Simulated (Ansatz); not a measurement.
# S on Ru(0001): change of the work function, part 2 of 2

How does S on the fcc site change the work function of Ru(0001) as the layer fills?

Ansatz 0.2.0; plane-wave DFT, PBE, Ansatz PAW.

So far, work function, upper face (eV): step 2 (the clean slab) 5.05.

## Step 3: Adsorbate added, k-mesh 6×6×1, coverage 0.25 ML (continued)

Valence density in the ca plane at fractional y = 0.000, with atoms of Ru within 0.2 Å of it. It is the smooth field of the valence electrons, not physical close to the nuclei.

Ten steps, logarithmic in the rise over the least value, from '0' (0.00 × 1e0 e/Å³) to '9' (9.79 × 1e0 e/Å³), each cell a mean:
```
22333479996333333479985210000000000000000000
23443347764334433357763100000000000000000000
35654334433345543334432100000000000000000000
35654333333346653333332100000000000000000000
34543345653334543345542100000000000000000000
23333368985333333468874210000000000000000000
22333479997333333589985211000000000000000000
23333469996333333479985322100000000000000000
23443357764334433357764333210000000000000000
35554334433345553334433444321000000000000000
35654333333345653333333444321000000000000000
34543345653334543346644444310000000000000000
23333368985333333478975332210000000000000000
22333479997433333589986321100000000000000000
```
Columns run along c (16.0 Å, from fractional 0.31 to 0.92 of the cell), rows up along a (5.4 Å). Atoms in or near the plane, at fractional coordinates: Ru at (0.42, 0.00), Ru at (0.58, 0.00), Ru at (0.42, 0.50), Ru at (0.58, 0.50).

The relaxation took 6 steps and lowered the energy by 0.56 eV; the largest force on the free atoms ends at 0.0069 eV/Å.

By hand: a sheet of dipoles makes a step −p/(ε₀A) in the electron's potential. With e/ε₀ = 180.95 V·Å, p = -0.02578 e·Å and A = 25.25 Å², that is −180.95 × (-0.02578) / 25.25 = +0.185 eV, and the two vacuum levels of the run differ by +0.185 eV.

The covered face has 5.24 eV, +0.19 eV against the clean one; the bare back face has moved by -0.02 eV, a measure of how thin the slab is.

## Step 4: Adsorbate added, k-mesh 12×12×1, coverage 1 ML

System of this step: S/Ru(0001). The cell holds 5 atoms: 4 Ru and 1 S. Its edges and angles: a = 2.700 Å, b = 2.700 Å, c = 26.444 Å, α = 90.0°, β = 90.0°, γ = 60.0°. Vacuum lies along c.

Another coverage, to see how the dipoles act on each other as their distance changes.

input.yaml reads:

```yaml
crystal:
  lattice:
    - [2.7, 0.0, 0.0]
    - [1.35, 2.3382685902, 0.0]
    - [0.0, 0.0, 26.4437756998]
  atoms:
    - { symbol: Ru, position: [0.6666666667, 0.6666666667, 0.3403447413] }
    - { symbol: Ru, position: [0.0, 0.0, 0.4212106519] }
    - { symbol: Ru, position: [0.6666666667, 0.6666666667, 0.502809769] }
    - { symbol: Ru, position: [0.0, 0.0, 0.5816607821] }
    - { symbol: S, position: [0.3333333333, 0.3333333333, 0.6596552587] }
kpoints:
  mp_grid: { grid: [12, 12, 1] }
hamiltonian:
  xc: pbe
scf:
  occupations: { method: fermi_dirac, width: 0.1 }
  convergence: { dr2_threshold: 1.0e-08 }
efield:
  axis: 3
  dipole_correction: true
  ramp_position: 0.97
  ramp_width: 0.06
relax:
  f_tol: 0.02
  max_steps: 60
  constraints: [{ sites: [0, 1] }]
output:
  write_potential: true
  write_density: true
  volumetric_format: npy
```

The run is started by

```bash
$ ansatz run input.yaml --threads 4 --pin off --max-ram 6144MiB --backend cpu --events-out ev --progress --plain --runs-dir out
```

The job ended after 21 s (4 threads of Arm Neoverse V1, shared host; peak memory 0.57 GiB; 82 s of CPU time).

Relaxation path:

```
step  energy less that of the first step (eV)  largest force component (eV/Å)
   1                                   0.0000                          1.7969
   2                                  -0.1958                          1.1626
   3                                  -0.2206                          1.4912
   4                                  -0.2865                          0.4069
   5                                  -0.3003                          0.0183
```

Forces are held to the 6 operations that the run works with; a distortion that breaks them can't arise in this run.

The atoms that moved most (Å):

| atom | dx | dy | dz | length |
| --- | --- | --- | --- | --- |
| Ru4 | 0.000 | 0.000 | 0.159 | 0.159 |
| S5 | 0.000 | 0.000 | -0.152 | 0.152 |
| Ru3 | 0.000 | 0.000 | -0.028 | 0.028 |

The relaxed structure:

```
Ru S
1.0
     2.70000    0.00000    0.00000
     1.35000    2.33827    0.00000
     0.00000    0.00000   26.44378
Ru S
4 1
Cartesian
  2.7000 1.5588 9.0000
  0.0000 0.0000 11.1384
  2.7000 1.5588 13.2680
  0.0000 0.0000 15.5400
  1.3500 0.7794 17.2916
```

Numbers from this step:

| Quantity | Value |
| --- | --- |
| energy at zero smearing | -24415.3547 eV |
| work function, upper face | 4.487 eV |
| work function, lower face | 5.136 eV |
| dipole along the normal | 0.02264 e·Å |
| step between the vacuum levels | -0.6489 eV |

Running mean over 2.138 Å of the planar mean; the ramp of the sawtooth is left out. Table of electron's electrostatic potential energy less the Fermi level by z:

```csv
z (Å),electron's electrostatic potential energy less the Fermi level (eV)
3.5,5.14
4.0,5.14
4.5,5.13
5.0,5.13
5.5,5.11
6.0,5.05
6.5,4.81
7.0,3.98
7.5,0.789
8.0,-6.26
8.5,-12.4
9.0,-14.3
9.5,-14.6
10.0,-14.7
10.5,-14.8
11.0,-14.9
11.5,-15.0
12.0,-15.0
12.5,-14.9
13.0,-14.8
13.5,-14.5
14.0,-13.4
14.5,-13.0
15.0,-14.1
15.5,-15.4
16.0,-16.8
16.5,-15.0
17.0,-10.5
17.5,-7.23
18.0,-4.34
18.5,-0.243
19.0,3.10
19.5,4.21
20.0,4.43
20.5,4.48
21.0,4.48
21.5,4.49
22.0,4.49
22.5,4.49
23.0,4.49
```

The relaxation took 5 steps and lowered the energy by 0.30 eV; the largest force on the free atoms ends at 0.018 eV/Å.

The covered face has 4.49 eV, -0.56 eV against the clean one; the bare back face has moved by +0.06 eV, a measure of how thin the slab is.

## Step 5: Work function against coverage

This step: plane-wave DFT, PBE, Ansatz PAW; work function against coverage (Ansatz 0.2.0).

The runs are now put side by side.

Numbers from this step:

| Item | Value |
| --- | --- |
| work function of the clean face | 5.046 eV |
| largest change of the work function | -0.5587 eV |

Table of work function of the covered face by coverage:

| coverage (adsorbates/nm²) | work function of the covered face (eV) |
| --- | --- |
| 0.00 | 5.05 |
| 3.96 | 5.24 |
| 15.84 | 4.49 |

The dipole per adsorbate comes from the change of the cell's dipole. Coverage, by row:

```
coverage (1/nm²)  coverage (ML)  work function (eV)  change (eV)  dipole per adsorbate, positive end outwards (debye)  mean height of the added atoms over the highest substrate atom (Å)
            3.96           0.25               5.239       0.1938                                               -0.144                                                               1.753
           15.84              1               4.487      -0.5587                                                0.104                                                               1.752
```

## Step 6: Outcome

| Property | Result |
| --- | --- |
| work function of the clean face | 5.05 eV |
| work function at 0.25 ML | 5.24 eV |
| work function at 1 ML | 4.49 eV |
| dipole per adsorbate at 0.25 ML, positive end outwards | -0.14 D |

**Reading.** S raises the work function of Ru(0001) at the lowest coverage, by 0.19 eV: the adsorbate layer has its negative end outwards. The change reverses its sign between the lowest and the highest coverage, while the adsorbate's height goes from 1.8 to 1.8 Å. At the highest coverage the adsorbates are pressed to about 2.7 Å, closer than unbonded atoms of this kind usually come, so a real layer may not reach it. The slab has 4 layers, at the tabulated experimental lattice constant, one starting site was run, and quantum-size effects of a slab this thin can reach one or two tenths of an eV.

[Logs are printed without paths, hosts, clocks, repeated set-up lines and the standing remarks that a program may print on its own settings, such as how far it seeks lower states.]

[Hosts, paths, dates, database ids (printed as entryN), source tags and the programs' standing remarks are cut or masked in the printed files.]

[Maps of the electrostatic potential energy from Ansatz leave out the sawtooth potential of an applied field or a dipole correction, so their vacuum need not be flat; planar profiles and work functions include it.]
